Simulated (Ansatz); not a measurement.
# The gap of Ta2O5 (Pmmn): a ladder of methods and an error budget, part 2 of 2

The study climbs from cheap functionals to G0W0 on Ta2O5 (Pmmn) and then asks what each convergence step is worth.

Ansatz 0.2.0; density functionals, hybrids, G0W0, plane waves, PAW. Known limits of the many-body steps: not at the basis limit; no spin-orbit coupling; coarse k mesh.

So far. Step 4 (HSE06): The gap stands +1.55 eV against LDA. Step 5 (HSE06+SOC): The gap stands −0.01 eV against HSE06.

### 6. G0W0, 4×2×4 mesh, 440 empty bands, screening to 100 eV, hard PAW files

G0W0 replaces the xc potential by the self-energy, built once from these orbitals. Only a window of levels is corrected, while the sums run over the empty bands that the input names. This step takes hard PAW files.

This step: G0W0 on LDA, plane waves, PAW.

input.yaml reads:

```yaml
crystal:
  lattice:
    - [3.84085413, 0.0, 0.0]
    - [0.0, 13.0373230544, 0.0]
    - [0.0, 0.0, 3.8741645114]
  atoms:
    - { symbol: Ta, position: [0.0, 0.14579693, 0.02271197] }
    - { symbol: Ta, position: [0.5, 0.35420307, 0.97728803] }
    - { symbol: Ta, position: [0.5, 0.64579693, 0.97728803] }
    - { symbol: Ta, position: [0.0, 0.85420307, 0.02271197] }
    - { symbol: O, position: [0.5, 0.18522554, 0.00205837] }
    - { symbol: O, position: [0.0, 0.31477446, 0.99794163] }
    - { symbol: O, position: [0.0, 0.68522554, 0.99794163] }
    - { symbol: O, position: [0.5, 0.81477446, 0.00205837] }
    - { symbol: O, position: [0.0, 0.85107074, 0.50764741] }
    - { symbol: O, position: [0.5, 0.64892926, 0.49235259] }
    - { symbol: O, position: [0.5, 0.35107074, 0.49235259] }
    - { symbol: O, position: [0.5, 0.5, 0.99500122] }
    - { symbol: O, position: [0.0, 0.0, 0.00499878] }
    - { symbol: O, position: [0.0, 0.14892926, 0.50764741] }
kpoints:
  mp_grid: { grid: [4, 2, 4] }
hamiltonian:
  xc: lda
  pseudopotentials: { kind: paw, source: ansatz }
scf:
  occupations: { method: fixed }
gw:
  n_empty_bands: 440
  ecut_chi: 100.0
  qp_bands: [v4, c4]
  qp_kpoints: band_edges
  screening: { model: contour_deformation }
```

Started as:

```
ansatz run input.yaml --threads 4 --pin off --max-ram 138240MiB --backend cuda --events-out ev --progress --plain --runs-dir out --devices 1 --max-vram 26GiB
```

Numbers of over 12 decimals in the logs are rounded to 6 here.

The log of the run:

```text
GPUs: using 1 of 1 available (devices: 1).
[...]
GPU FFT provider: cuFFT
GPU libraries: cuBLAS 13.8.2, cuFFT 12.4.0, cuSOLVER 12.3.4
Crystal: 14 atoms, lattice volume = 193.997 Å³
Basis set: ecut = 930 eV, 12573 PW (Γ)
Bands: 101, of which v1, the nominal top of the filled ones, is band 84 counted from 1 (83 counted from 0)
Symmetry: 8 space group operations
[...]
k-points: 18 of 32
[...]
0    88     10.8508   -13.4105    -4.6699   -19.3127  0.7896    12.1055    12.0831  root
[...]
17    85     11.3464   -13.6124    -4.8897   -19.8079  0.7822    12.6810    12.6522  root
    17    86     11.3464   -13.6124    -4.8897   -19.8079  0.7822    12.6810    12.6522  root
    17    87     13.1311   -14.9873    -5.3383   -21.7322  0.7487    14.5834    14.5378  root
    17    88     13.1311   -14.9873    -5.3383   -21.7322  0.7487    14.5834    14.5378  root
[key lines of the parts left out:]
SCF converged after 12 iterations
Free energy (F): -71690.599235 eV
Fermi energy:    8.181154 eV
```

Run time: 68 s. Hardware: 1 × NVIDIA H100 80GB HBM3 (shared by 3 runs) with 4 threads of AMD EPYC 7R13 (Zen 3), shared host; peak memory 4 GiB; 2.1 min of CPU time.

This step gave:

```yaml
bands_summed: 524
rpa_eps_infinity_on_this_mesh_eigenvalues: 4.670, 4.919, 7.144
plane_waves_in_the_screening_matrix: 433
g0w0_gap_on_the_mesh: 3.614 eV
k_of_the_valence_top: -0.5, -0.5, -0.5
k_of_the_conduction_bottom: 0, 0, 0
starting_gap_on_the_mesh: 2.213 eV
least_direct_g0w0_gap_on_the_computed_points: 4.259 eV
```

The gap on the mesh goes from 2.21 eV to 3.61 eV, a correction of +1.40 eV. Between the two edge states, bare exchange in place of the xc potential would open the gap by 10.71 eV, and correlation takes back 9.31 eV.

### 7. G0W0, 4×2×4 mesh, 891 empty bands, screening to 160 eV, hard PAW files

Another rung: the empty bands reach about as high as the screening cutoff, so the two stay in balance.

Changes to input.yaml since step 6:

```diff
@@ -28,4 +28,4 @@
 gw:
-  n_empty_bands: 440
-  ecut_chi: 100.0
+  n_empty_bands: 891
+  ecut_chi: 160.0
   qp_bands: [v4, c4]
```

The log of the run:

```text
GPUs: using 1 of 1 available (devices: 1).
[...]
GPU FFT provider: cuFFT
GPU libraries: cuBLAS 13.8.2, cuFFT 12.4.0, cuSOLVER 12.3.4
Crystal: 14 atoms, lattice volume = 193.997 Å³
Basis set: ecut = 930 eV, 12573 PW (Γ)
Bands: 101, of which v1, the nominal top of the filled ones, is band 84 counted from 1 (83 counted from 0)
Symmetry: 8 space group operations
[...]
k-points: 18 of 32
[...]
0    88     10.8508   -13.4105    -4.8485   -19.3127  0.7870    11.9205    11.9045  root
[...]
17    85     11.3464   -13.6124    -5.0786   -19.8079  0.7797    12.4836    12.4632  root
    17    86     11.3464   -13.6124    -5.0786   -19.8079  0.7797    12.4836    12.4632  root
    17    87     13.1311   -14.9873    -5.5647   -21.7322  0.7453    14.3431    14.3113  root
    17    88     13.1311   -14.9873    -5.5647   -21.7322  0.7453    14.3431    14.3113  root
[key lines of the parts left out:]
SCF converged after 12 iterations
Free energy (F): -71690.599235 eV
Fermi energy:    8.181154 eV
```

The job ended after 2.2 min (1 × NVIDIA H100 80GB HBM3 (shared by 3 runs) with 4 threads; peak memory 7.6 GiB; 4.1 min of CPU time).

This step gave:

```
bands summed                                 : 975
RPA ε∞ on this mesh (eigenvalues)            : 4.653, 4.877, 7.083
plane waves in the screening matrix          : 879
G0W0 gap on the mesh                         : 3.691 eV
k of the valence top                         : -0.5, -0.5, -0.5
k of the conduction bottom                   : 0, 0, 0
starting gap on the mesh                     : 2.213 eV
least direct G0W0 gap on the computed points : 4.359 eV
```

Against the run with 4×2×4 mesh, 440 empty bands, screening to 100 eV, hard PAW files, the gap moves by +0.08 eV.

### 8. G0W0, 4×2×4 mesh, 1637 empty bands, screening to 240 eV, hard PAW files

Changes to input.yaml since step 7:

```diff
@@ -28,4 +28,4 @@
 gw:
-  n_empty_bands: 891
-  ecut_chi: 160.0
+  n_empty_bands: 1637
+  ecut_chi: 240.0
   qp_bands: [v4, c4]
```

The log of the run:

```text
GPUs: using 1 of 1 available (devices: 1).
[...]
GPU FFT provider: cuFFT
GPU libraries: cuBLAS 13.8.2, cuFFT 12.4.0, cuSOLVER 12.3.4
Crystal: 14 atoms, lattice volume = 193.997 Å³
Basis set: ecut = 930 eV, 12573 PW (Γ)
Bands: 101, of which v1, the nominal top of the filled ones, is band 84 counted from 1 (83 counted from 0)
Symmetry: 8 space group operations
[...]
k-points: 18 of 32
[...]
0    88     10.8508   -13.4105    -4.9719   -19.3127  0.7858    11.7933    11.7810  root
[...]
17    85     11.3464   -13.6124    -5.2131   -19.8079  0.7786    12.3442    12.3288  root
    17    86     11.3464   -13.6124    -5.2131   -19.8079  0.7786    12.3442    12.3288  root
    17    87     13.1311   -14.9873    -5.7270   -21.7322  0.7437    14.1715    14.1491  root
    17    88     13.1311   -14.9873    -5.7270   -21.7322  0.7437    14.1715    14.1491  root
[key lines of the parts left out:]
SCF converged after 12 iterations
Free energy (F): -71690.599235 eV
Fermi energy:    8.181154 eV
```

Wall time 7.4 min (1 × NVIDIA H100 80GB HBM3 (shared by 3 runs) with 4 threads); peak memory 16 GiB.

This step gave:

```
bands summed                                 : 1721
RPA ε∞ on this mesh (eigenvalues)            : 4.643, 4.864, 7.064
plane waves in the screening matrix          : 1625
G0W0 gap on the mesh                         : 3.787 eV
k of the valence top                         : -0.5, -0.5, -0.5
k of the conduction bottom                   : 0, 0, 0
starting gap on the mesh                     : 2.213 eV
least direct G0W0 gap on the computed points : 4.461 eV
```

Against the run with 4×2×4 mesh, 891 empty bands, screening to 160 eV, hard PAW files, the gap moves by +0.10 eV.

### 9. G0W0, 4×2×4 mesh, 2640 empty bands, screening to 330 eV, hard PAW files

Changes to input.yaml since step 8:

```diff
@@ -28,4 +28,4 @@
 gw:
-  n_empty_bands: 1637
-  ecut_chi: 240.0
+  n_empty_bands: 2640
+  ecut_chi: 330.0
   qp_bands: [v4, c4]
```

The log of the run:

```text
GPUs: using 1 of 1 available (devices: 1).
[...]
GPU FFT provider: cuFFT
GPU libraries: cuBLAS 13.8.2, cuFFT 12.4.0, cuSOLVER 12.3.4
Crystal: 14 atoms, lattice volume = 193.997 Å³
Basis set: ecut = 930 eV, 12573 PW (Γ)
Bands: 101, of which v1, the nominal top of the filled ones, is band 84 counted from 1 (83 counted from 0)
Symmetry: 8 space group operations
[...]
k-points: 18 of 32
[...]
GPU buffer pool allocated for 303750 grid points (all kernels)
[...]
SCF iter   1: F=—  HF=-71694.290640 eV  |F-HF|=—  |Δ(HF+E_count)|=         —  Δρ=7.72e-2  dr2=9.24e0  ethr=3.10e-3  ⟨swp⟩=4.1  Hψ=6123  notcnv=0  defer=249
[...]
SCF iter  12: F=-71690.599235 eV  HF=-71690.599235 eV  |F-HF|=1.19e-9  |Δ(HF+E_count)|=   2.98e-7  Δρ=4.56e-6  dr2=4.62e-8  ethr=5.95e-11  ⟨swp⟩=11.4  Hψ=7080  notcnv=0
SCF 1 converged in 12 iterations: F = -71690.599235 eV  dr2 = 4.62e-8
[...]
G₀W₀ screening: q 1/18
[... further progress lines ...]
SCF converged after 12 iterations
Free energy (F): -71690.599235 eV
[...]
Internal energy: -71690.599235 eV  (E = F + TS)
E sigma→0 (E₀):  -71690.599235 eV
Fermi energy:    8.181154 eV
[...]
--- Band table (eV; the first three rows and the last of 18) ---
  k-point 0: bands = [... 80 lower, 7.3582, 7.4471, 7.5126, 7.5970, 10.3941, 10.4209, 10.8203, 10.8508, ... 13 higher]
  k-point 1: bands = [... 80 lower, 6.7983, 7.0306, 7.5362, 7.7115, 11.8805, 12.0676, 12.1115, 12.2227, ... 13 higher]
  k-point 2: bands = [... 80 lower, 6.5498, 6.8744, 7.8771, 7.8893, 12.2460, 12.4112, 13.5749, 13.6422, ... 13 higher]
  k-point 17: bands = [... 80 lower, 8.0718, 8.0718, 8.1812, 8.1812, 11.3464, 11.3464, 13.1311, 13.1311, ... 13 higher]
[...]
0    81      7.3582   -25.0546     3.9759   -20.2824  0.7152     6.5482     6.5620  root
     0    82      7.4471   -27.5375     4.1034   -22.5297  0.7361     6.5275     6.5428  root
     0    83      7.5126   -25.4566     3.9053   -20.7553  0.7194     6.7037     6.7166  root
     0    84      7.5970   -28.0798     4.1363   -23.0170  0.7394     6.6552     6.6705  root
     0    85     10.3941   -13.0680    -4.8719   -18.7723  0.7910    11.2354    11.2265  root
     0    86     10.4209   -13.1922    -4.7924   -18.8063  0.7903    11.2511    11.2425  root
     0    87     10.8203   -13.3568    -5.0915   -19.3114  0.7858    11.6939    11.6834  root
     0    88     10.8508   -13.4105    -5.0434   -19.3127  0.7854    11.7199    11.7096  root
     1    81      6.7983   -25.3575     4.3136   -20.2313  0.7132     5.9697     5.9857  root
     1    82      7.0306   -25.3212     4.2899   -20.2081  0.7151     6.1919     6.2074  root
     1    83      7.5362   -25.5476     4.2511   -20.4629  0.7172     6.6880     6.7026  root
     1    84      7.7115   -25.7801     4.1720   -20.7822  0.7183     6.8718     6.8856  root
     1    85     11.8805   -14.0445    -5.1179   -19.9937  0.7683    12.7232    12.7117  root
     1    86     12.0676   -14.0255    -5.2593   -20.1292  0.7669    12.9246    12.9119  root
     1    87     12.1115   -14.7392    -4.8867   -20.4334  0.7623    12.9295    12.9188  root
     1    88     12.2227   -14.2382    -4.9518   -20.0038  0.7656    13.0478    13.0365  root
     2    81      6.5498   -25.3131     4.5614   -19.9131  0.7108     5.6931     5.7112  root
     2    82      6.8744   -24.9890     4.3362   -19.8214  0.7150     6.0265     6.0430  root
     2    83      7.8771   -25.9953     4.1486   -21.0233  0.7200     7.0406     7.0538  root
     2    84      7.8893   -25.9873     4.2209   -20.9354  0.7204     7.0449     7.0584  root
     2    85     12.2460   -13.6053    -5.6449   -20.1446  0.7654    13.1560    13.1402  root
     2    86     12.4112   -14.2178    -5.3665   -20.4269  0.7622    13.2680    13.2538  root
     2    87     13.5749   -15.4781    -5.5710   -21.8935  0.7313    14.4367    14.4193  root
     2    88     13.6422   -15.0261    -5.5273   -21.3949  0.7349    14.5018    14.4838  root
[...]
17    81      8.0718   -26.1781     4.2158   -21.1573  0.7216     7.2546     7.2669  root
    17    82      8.0718   -26.1781     4.2158   -21.1573  0.7216     7.2546     7.2669  root
    17    83      8.1812   -26.3372     4.2011   -21.3326  0.7217     7.3658     7.3778  root
    17    84      8.1812   -26.3372     4.2011   -21.3326  0.7217     7.3658     7.3778  root
    17    85     11.3464   -13.6124    -5.2918   -19.8079  0.7781    12.2630    12.2501  root
    17    86     11.3464   -13.6124    -5.2918   -19.8079  0.7781    12.2630    12.2501  root
    17    87     13.1311   -14.9873    -5.8259   -21.7322  0.7429    14.0678    14.0502  root
    17    88     13.1311   -14.9873    -5.8259   -21.7322  0.7429    14.0678    14.0502  root
```

Run time: 14 min. Hardware: 1 × NVIDIA H100 80GB HBM3 (shared by 3 runs) with 4 threads; peak memory 33 GiB; 26 min of CPU time.

Numbers from this step:

| Quantity | Value |
| --- | --- |
| bands summed | 2724 |
| RPA ε∞ on this mesh (eigenvalues) | 4.638, 4.861, 7.060 |
| plane waves in the screening matrix | 2635 |
| q-points in the mesh | 32 |
| G0W0 gap on the mesh | 3.849 eV |
| k of the valence top | -0.5, -0.5, -0.5 |
| k of the conduction bottom | 0, 0, 0 |
| starting gap on the mesh | 2.213 eV |
| Z at the valence top | 0.7217 |
| Z at the conduction bottom | 0.7910 |
| least direct G0W0 gap on the computed points | 4.510 eV |

Against the run with 4×2×4 mesh, 1637 empty bands, screening to 240 eV, hard PAW files, the gap moves by +0.06 eV.

Limits: finite bands, cutoff and mesh; no spin-orbit coupling; coarse k mesh. v1 is the top filled band, c1 the lowest empty one. Levels before and after the correction, in eV, zero at the valence-band top of each column:

```csv
,conduction bottom,valence top
Kohn-Sham,2.21,0.00
G0W0,3.85,0.00
```

```
                            level  occupation  energy (eV)
Kohn-Sham                    Γ v3           2       -0.734
Kohn-Sham                    Γ v2           2       -0.669
Kohn-Sham                    Γ v1           2       -0.584
Kohn-Sham                    Γ c1           0        2.213
Kohn-Sham                    Γ c2           0        2.240
Kohn-Sham                    Γ c3           0        2.639
Kohn-Sham     (-0.5 -0.5 -0.5) v3           2       -0.109
Kohn-Sham  (-0.5 -0.5 -0.5) v2-v1           2        0.000
Kohn-Sham  (-0.5 -0.5 -0.5) c1-c2           0        3.165
Kohn-Sham     (-0.5 -0.5 -0.5) c3           0        4.950
     G0W0                    Γ v3           2       -0.835
     G0W0                    Γ v2           2       -0.661
     G0W0                    Γ v1           2       -0.707
     G0W0                    Γ c1           0        3.849
     G0W0                    Γ c2           0        3.865
     G0W0                    Γ c3           0        4.306
     G0W0     (-0.5 -0.5 -0.5) v3           2       -0.111
     G0W0  (-0.5 -0.5 -0.5) v2-v1           2        0.000
     G0W0  (-0.5 -0.5 -0.5) c1-c2           0        4.872
     G0W0     (-0.5 -0.5 -0.5) c3           0        6.672
```

The parts of the quasiparticle energy at the two band edges (eV; QP = start + Σx + Σc − Vxc):

| run | edge | start | Σx | Σc | Vxc | Z | QP |
| --- | --- | --- | --- | --- | --- | --- | --- |
| 524 bands | valence top | 8.18 | -26.34 | 4.79 | -21.33 | 0.73 | 7.97 |
| 524 bands | conduction bottom | 10.39 | -13.07 | -4.52 | -18.77 | 0.79 | 11.58 |
| 975 bands | valence top | 8.18 | -26.34 | 4.54 | -21.33 | 0.73 | 7.72 |
| 975 bands | conduction bottom | 10.39 | -13.07 | -4.69 | -18.77 | 0.79 | 11.41 |
| 1721 bands | valence top | 8.18 | -26.34 | 4.33 | -21.33 | 0.72 | 7.51 |
| 1721 bands | conduction bottom | 10.39 | -13.07 | -4.80 | -18.77 | 0.79 | 11.29 |
| 2724 bands | valence top | 8.18 | -26.34 | 4.20 | -21.33 | 0.72 | 7.38 |
| 2724 bands | conduction bottom | 10.39 | -13.07 | -4.87 | -18.77 | 0.79 | 11.23 |

### 10. G0W0@LDA, 6×2×6 mesh, 440 empty bands, screening to 100 eV, hard PAW files

Only the mesh changes. It samples the long-range screening, which converges on its own terms. Bands and cutoff differ from the step before, so it is read against an earlier run that matches them.

Changes to input.yaml since step 9:

```diff
@@ -21,3 +21,3 @@
 kpoints:
-  mp_grid: { grid: [4, 2, 4] }
+  mp_grid: { grid: [6, 2, 6] }
 hamiltonian:
@@ -28,4 +28,4 @@
 gw:
-  n_empty_bands: 2640
-  ecut_chi: 330.0
+  n_empty_bands: 440
+  ecut_chi: 100.0
   qp_bands: [v4, c4]
```

The log of the run:

```text
GPUs: using 1 of 1 available (devices: 1).
[...]
GPU FFT provider: cuFFT
GPU libraries: cuBLAS 13.8.2, cuFFT 12.4.0, cuSOLVER 12.3.4
Crystal: 14 atoms, lattice volume = 193.997 Å³
Basis set: ecut = 930 eV, 12573 PW (Γ)
Bands: 101, of which v1, the nominal top of the filled ones, is band 84 counted from 1 (83 counted from 0)
Symmetry: 8 space group operations
[...]
k-points: 32 of 72
[...]
0    88     10.8565   -13.4731    -4.6028   -19.3110  0.7921    12.1122    12.0915  root
[...]
31    85     11.3525   -13.6022    -4.8852   -19.8054  0.7833    12.6986    12.6706  root
    31    86     11.3525   -13.6022    -4.8852   -19.8054  0.7833    12.6986    12.6706  root
    31    87     13.1373   -14.9862    -5.3289   -21.7298  0.7505    14.6009    14.5518  root
    31    88     13.1373   -14.9862    -5.3289   -21.7298  0.7505    14.6009    14.5518  root
[key lines of the parts left out:]
SCF converged after 12 iterations
Free energy (F): -71690.654945 eV
Fermi energy:    8.173967 eV
```

Elapsed: 6 min, on 1 × NVIDIA H100 80GB HBM3 (shared by 3 runs) with 4 threads; peak memory 5.9 GiB; 11 min of CPU time.

Numbers from this step:

| Quantity | Value |
| --- | --- |
| bands summed | 524 |
| RPA ε∞ on this mesh (eigenvalues) | 4.670, 4.689, 6.514 |
| plane waves in the screening matrix | 433 |
| G0W0 gap on the mesh | 3.632 eV |
| k of the valence top | -0.5, -0.5, -0.5 |
| k of the conduction bottom | 0, 0, 0 |
| starting gap on the mesh | 2.226 eV |
| least direct G0W0 gap on the computed points | 4.272 eV |

Against the run with 4×2×4 mesh, 440 empty bands, screening to 100 eV, hard PAW files, the gap moves by +0.018 eV.

### 11. The ladder

Times are wall times on 1 × NVIDIA H100 80GB HBM3 (shared by 3 runs) with 4 threads of AMD EPYC 7R13 (Zen 3), shared host, good to a factor of about two. G0W0 rows are gaps on the mesh, lowered by the amount that the mesh misses the start's edges, a rough step that assumes the same correction there.

| level | gap (eV) | least direct gap (eV) | time |
| --- | --- | --- | --- |
| LDA | 2.22 | 2.82 | 8.3 s |
| LDA+SOC | 2.20 | 2.78 | 15 s |
| HSE06 | 3.77 | 4.39 | 46 s |
| HSE06+SOC | 3.76 | 4.35 | 1.8 min |
| G0W0@LDA (440 empty bands, hard PAW) | 3.61 | - | 68 s |
| G0W0@LDA (891 empty bands, hard PAW) | 3.69 | - | 2.2 min |
| G0W0@LDA (1637 empty bands, hard PAW) | 3.79 | - | 7.4 min |
| G0W0@LDA (2640 empty bands, hard PAW) | 3.85 | - | 14 min |
| G0W0@LDA (440 empty bands, 6×2×6, hard PAW) | 3.63 | - | 6 min |

### 12. Adding up the best estimate

| term | eV | running total (eV) |
| --- | --- | --- |
| G0W0 on the mesh, top rung | 3.849 | 3.849 |
| to the limit, by a line in one over the bands through the two top rungs | +0.107 | 3.955 |
| shift on 6×2×6 less that on 4×2×4 | +0.005 | 3.961 |
| spin-orbit change, from LDA | −0.015 | 3.946 |

### 13. Results

```json
{"LDA gap": "2.22 eV, indirect", "HSE06": "3.77 eV", "G0W0, top rung on the mesh": "3.85 eV", "best estimate, G0W0@LDA with spin-orbit change": "3.95 eV", "GW settings of the top rung": "4×2×4 mesh, 2640 empty bands, screening to 330 eV, hard PAW files", "known limits": "one-shot GW, static lattice; coarse k mesh"}
```

In words: The best estimate for G0W0@LDA is 3.95 eV, indirect by LDA+SOC, against 2.20 eV at the start (both with spin-orbit coupling). The pair of rungs below gives a limit −0.04 eV away. Among the functionals HSE06 comes nearest: −0.19 eV from the estimate without its spin-orbit term (3.96 eV). All runs took 34 min, 91 % of it in G0W0. The 4×2×4 mesh is coarse for this cell (its supercell is 15 Å along the shortest edge). The RPA ε∞ on it, from the LDA start, is 4.64, 4.86 and 7.06; such meshes misread the long-range screening, most where the gap is narrow.

[Paths, hosts, dates, memory and timing lines, banners, echoed tables and standing remarks are left out of the program output.]

[Logs are printed without paths, hosts, clocks, repeated set-up lines and the standing remarks that a program may print on its own settings, such as how far it seeks lower states.]

[Runs of the session that timed out or met a known fault of the program may be left out.]

[Cells called generated may have been cut or substituted from an entry of the Crystallography Open Database or the Materials Project.]

[Hosts, paths, dates, database ids (printed as entryN), source tags and the programs' standing remarks are cut or masked in the printed files.]
